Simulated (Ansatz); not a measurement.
# Pt chain started as a strip of triangles: one chain at several levels of theory, part 2 of 2

Wanted: the relaxed geometry and the open channels of the Pt chain started as a strip of triangles, by several methods.

Ansatz 0.2.0; DFT PBE, plane waves, PAW; relaxation of a chain's period (the session's first sound run).

So far, conductance of the lead as this run defines it (G₀): step 3 (the perfect wire, level PBE, cutoff 420 eV) 6.84; step 5 (the wire at its relaxed period, level r2SCAN, cutoff 500 eV) 5.56; step 7 (the wire at its relaxed period, level LDA, cutoff 420 eV) 6.94; step 9 (bands of the perfect wire, level PBEsol, cutoff 420 eV) 6.91.

## (12) Relaxation of atoms and period

This step: DFT PBE, plane waves, PAW; relaxation of a chain's period (Ansatz 0.2.0).

No moment formed, so a run without spin should agree; this checks it and saves time.

The input, input.yaml:

```yaml
crystal:
  lattice:
    - [9.0, 0.0, 0.0]
    - [0.0, 7.5, 0.0]
    - [0.0, 0.0, 2.66152]
  atoms:
    - { symbol: Pt, position: [0.373671111, 0.5, 0.0] }
    - { symbol: Pt, position: [0.626328889, 0.5, 0.5] }
kpoints:
  mp_grid: { grid: [1, 1, 31] }
scf:
  occupations: { method: fermi_dirac, width: 0.05 }
hamiltonian:
  xc: pbe
relax:
  cell: { fix: [a, b, alpha, beta, gamma] }
  max_steps: 60
```

Run with:

```sh
$ ansatz run input.yaml --threads 4 --pin off --max-ram 8192MiB --backend cpu --events-out ev --progress --plain --runs-dir out
```

The job ended after 7.3 s (4 threads of Arm Neoverse V1, shared host; peak memory 0.45 GiB; 27 s of CPU time).

The cell's length comes to 2.480 Å, +0.0 % against the first run, with spin left out.

## (13) Comparing the runs

Times are for 4 threads of Arm Neoverse V1, shared host. The series side by side:

```csv
no.,level,cell length along the wire (Å),absolute moment (μB),time,memory (GiB)
1,PBE,2.480,0,23 s,0.5
2,r2SCAN,2.463,0.3445,2.7 min,0.9
3,LDA,2.424,0,18 s,0.47
4,PBEsol,2.446,0,23 s,0.5
5,"PBE, JTH files",2.494,0,40 s,0.74
6,"PBE, no spin",2.480,0,7.3 s,0.45
```

## (14) With spin-orbit coupling

This step: DFT PBE, plane waves, fully relativistic PAW; channels of a perfect chain with spin-orbit coupling (Ansatz 0.2.0).

Spin-orbit coupling mixes the spins and splits bands that cross or touch without it, so it can open or close channels. Fully relativistic datasets take the place of the scalar ones. The window is narrow, since spinor matrices are twice as large.

The input, input.yaml:

```yaml
crystal:
  lattice:
    - [9.0, 0.0, 0.0]
    - [0.0, 7.5, 0.0]
    - [0.0, 0.0, 2.4797237033]
  atoms:
    - { symbol: Pt, position: [0.370449054, 0.5, 0.0] }
    - { symbol: Pt, position: [0.629550946, 0.5, 0.5] }
kpoints:
  mp_grid: { grid: [1, 1, 33] }
  band_path: { path: ["Γ", Z], npoints: 60 }
scf:
  occupations: { method: fermi_dirac, width: 0.05 }
hamiltonian:
  xc: pbe
  pseudopotentials: { kind: paw_fr }
output:
  transmission:
    e_range: [-0.42, 0.42]
    de: 0.035
    kmesh: [1, 1]
    reduced_basis: false
    leads: [[0, 0]]
magnetization:
  noncollinear: true
  spin_orbit: true
```

It took 18 min on 4 threads; peak memory 5.1 GiB.

This step gave:

| Quantity | Value |
| --- | --- |
| energy at zero smearing | -25111.4508 eV |
| conductance of the lead as this run defines it | 4.870 G₀ |
| channels at the energy nearest the Fermi level, both spins | 10 |

The open channels of the lead, both spins by energy, zero at the Fermi level:

```csv
energy (eV),"open channels of the lead, both spins"
-0.420,12
-0.385,12
-0.350,12
-0.315,8
-0.280,10
-0.245,14
-0.210,14
-0.175,14
-0.140,14
-0.105,10
-0.070,10
-0.035,10
0.000,10
0.035,10
0.070,6
0.105,6
0.140,6
0.175,10
0.210,6
0.245,4
0.280,4
0.315,4
0.350,4
0.385,4
0.420,4
```

The slowest values at each energy, most degenerate partners merged, listed up to 1.5 1/Å. Im kz of the slowest decaying states against energy, zero at the Fermi level:

```csv
energy (eV),decay 1 (Å⁻¹),decay 2 (Å⁻¹),decay 3 (Å⁻¹),decay 4 (Å⁻¹)
-0.420,0.0629,0.251,0.407,1.01
-0.350,0.0406,0.202,0.395,1.00
-0.315,0.00727,0.0714,0.165,0.385
-0.245,0.244,0.372,0.986,1.16
-0.175,0.331,0.411,0.976,1.15
-0.105,0.0291,0.388,0.468,0.967
-0.070,0.0474,0.411,0.494,0.962
0.000,0.0631,0.450,0.539,0.953
0.070,0.0293,0.0647,0.484,0.577
0.105,0.0599,0.0849,0.499,0.594
0.175,0.138,0.526,0.624,0.930
0.245,0.0301,0.0418,0.174,0.551
0.315,0.0324,0.111,0.203,0.573
0.350,0.0415,0.130,0.215,0.583
0.420,0.0470,0.159,0.237,0.603
```

Electronic bands along the path, in eV, zero at the Fermi level:

```csv
point,band 31,band 32,band 33,band 34,band 35,band 36,band 37,band 38
Γ,-0.69,-0.69,-0.31,-0.31,0.24,0.24,0.70,0.70
halfway,-1.25,-1.25,-0.81,-0.81,-0.61,-0.61,-0.24,-0.24
Z,-0.33,-0.33,0.06,0.06,0.06,0.06,4.39,4.39
```

At the computed energy nearest the Fermi level there are 10 spinor channels, and the thermal average gives 4.87 G₀.

## (15) A repeat with changed settings: basis.ecutwfc = "44.1 Ry" and accuracy = "high"

This step: DFT PBE, plane waves, PAW; channels and complex bands of a perfect chain; changed: basis.ecutwfc = "44.1 Ry", accuracy = "high" (Ansatz 0.2.0).

The atoms of the run on the perfect lead (PBE) are kept and the input is varied, to see whether the result depends on it. The ELF is not written this time.

input.yaml, the sections that differ from step 14:

```yaml
hamiltonian:
  xc: pbe
output:
  transmission:
    e_range: [-2, 2]
    de: 0.035
    kmesh: [1, 1]
    reduced_basis: true
    leads: [[0, 0]]
  dos: { projected: true, e_range: [-6, 4] }
  write_potential: true
  write_density: true
  volumetric_format: npy
basis:
  ecutwfc: "44.1 Ry"
accuracy: high
# crystal, kpoints, scf: as in step 14
# magnetization: removed
```

Run time: 40 s. Hardware: 4 threads; peak memory 0.85 GiB; 2.3 min of CPU time.

This step gave:

| Item | Value |
| --- | --- |
| energy at zero smearing | -25042.2037 eV |
| conductance of the lead as this run defines it | 6.841 G₀ |

The open channels of the lead, one spin by energy, zero at the Fermi level:

energy (eV), open channels of the lead, one spin and a bar from the least value:
```
    -2.00       4.00 #########
    -1.90       5.00 #############
    -1.79       5.00 #############
    -1.69       5.00 #############
    -1.58       5.00 #############
    -1.48       7.00 #####################
    -1.37       7.00 #####################
    -1.23       7.00 #####################
    -1.12       7.00 #####################
    -1.02       6.00 #################
    -0.92       8.00 ##########################
    -0.81       9.00 ##############################
    -0.70       8.00 ##########################
    -0.60       8.00 ##########################
    -0.49       8.00 ##########################
    -0.39       6.00 #################
    -0.28       6.00 #################
    -0.18       6.00 #################
    -0.07       7.00 #####################
    -0.01       7.00 #####################
     0.07       5.00 #############
     0.17       5.00 #############
     0.28       5.00 #############
     0.38       4.00 #########
     0.48       4.00 #########
     0.59       4.00 #########
     0.69       3.00 ####
     0.80       3.00 ####
     0.91       3.00 ####
     1.01       3.00 ####
     1.11       2.00 
     1.22       2.00 
     1.36       2.00 
     1.47       2.00 
     1.57       2.00 
     1.68       2.00 
     1.78       2.00 
     1.89       2.00 
     1.99       2.00
```

It took 40 s against 41 s for the run it varies, and the conductance is 6.84 G₀ against 6.84 G₀.

The channels at the energy nearest the Fermi level, one spin and conductance of the lead as this run defines it stay within 0.2 % plus 0.001 of the run it varies.

## (16) Results

* cell length, PBE: 2.480 Å
* cell length, r2SCAN: 2.463 Å
* cell length, LDA: 2.424 Å
* cell length, PBEsol: 2.446 Å
* cell length, PBE, JTH files: 2.494 Å
* cell length, PBE, no spin: 2.480 Å
* conductance, PBE: 6.84 G₀
* conductance, r2SCAN: 5.56 G₀
* absolute moment, r2SCAN: 0.452 μB
* conductance, LDA: 6.94 G₀
* conductance, PBEsol: 6.91 G₀
* conductance, with spin-orbit coupling: 4.87 G₀

In words: Under PBE the cell's length is 2.48 Å, no moment survives, and it is a metal with 7 channels a spin next to the Fermi level, 6.84 G₀ at 300 K (5.56 to 6.94 over the functionals). The cell's length spans 2.3 % over the functionals, shortest under LDA and longest under PBE. A perfect wire passes every open channel, so the conductance counts half a G₀ for each forward-moving state at the Fermi level, spin by spin; the value here is no such multiple, since a band edge lies within the thermal window. The functionals disagree on magnetism: the relaxation keeps a moment under r2SCAN (0.34 μB) and loses it under PBE, LDA and PBEsol. At the relaxed period it forms two rows 2.33 Å apart, with 2.64 Å between atoms of unlike rows and 2.48 Å along a row: a strip of triangles. Spin-orbit coupling moves the conductance from 6.84 G₀ to 4.87 G₀. Transport is coherent and elastic here: the atoms are frozen, so scattering by vibrations plays no part. No search over magnetic orders was made; another may lie lower.

[Logs are printed without paths, hosts, clocks, repeated set-up lines and the standing remarks that a program may print on its own settings, such as how far it seeks lower states.]

[Hosts, paths, dates, database ids (printed as entryN), source tags and the programs' standing remarks are cut or masked in the printed files.]
